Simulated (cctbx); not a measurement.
# Absolute structure of NaCe3SnTe7

Space group P6_3 (no. 173), a = 10.6920 Å, b = 10.6920 Å, c = 6.2920 Å, α = 90.00°, β = 90.00°, γ = 120.00°.

| atom | mult. | x | y | z | Ueq (Å²) |
| --- | --- | --- | --- | --- | --- |
| Ce1 | 6 | 0.6338 | 0.8676 | 0.7409 | 0.0030 |
| Te1 | 6 | 0.1017 | 0.5197 | 0.0115 | 0.0022 |
| Te2 | 6 | 0.9015 | 0.1629 | 0.7770 | 0.0032 |
| Te3 | 2 | 1/3 | 2/3 | 0.5325 | 0.0019 |
| Sn1 | 2 | 1/3 | 2/3 | 0.1643 | 0.0017 |
| Na1 | 2 | 0 | 0 | 0.0285 | 0.0038 |

The model is made up (kin elements in a known structure type, no relaxation), so it says nothing on whether the phase exists.

Data sets are simulated with cctbx and refined with Bijvoet mates kept apart; Flack x is then fitted as the share of an inverted twin with the atoms fixed, Hooft y from the Bijvoet differences. The group has rotations alone, so the crystal has a hand.

Untwinned crystal. What Flack and Hooft values should come out?

```
  λ (Å)  extinction (unmodelled)  d min (Å)  top counts  error (%)     model      R1  Flack x   s.u.  Hooft y   s.u.  pairs
0.71073                      0.1       0.77       40000          3  as given  0.0074   -0.052  0.019   -0.006  0.020    430
0.71073                      0.1       0.77       40000          3  inverted  0.0143    1.050  0.019    1.008  0.020    430
1.54184                      0.1       0.83        5000          6  as given  0.0237     0.00   0.02    0.012  0.021    339
```

With Mo Kα, x is within 3 s.u. of 0, so the hand is right. With Cu Kα, x is within 3 s.u. of 0, so the hand is right. Inverting the model turns x into about 1 − x.

A further crystal gives:

| λ (Å) | extinction (unmodelled) | d min (Å) | top counts | error (%) | model | R1 | Flack x | s.u. | Hooft y | s.u. | pairs |
| --- | --- | --- | --- | --- | --- | --- | --- | --- | --- | --- | --- |
| 0.71073 | 0.3 | 0.8 | 70000 | 6 | as given | 0.0122 | 0.16 | 0.02 | 0.134 | 0.026 | 385 |

**Question.** What is it?

It was simulated as an inversion twin with a fraction 0.15 of the inverted domain. Flack x is over 3 s.u. from both 0 and 1 and reads that fraction.

[Logs are printed without paths, hosts, clocks, repeated set-up lines and the standing remarks that a program may print on its own settings, such as how far it seeks lower states.]
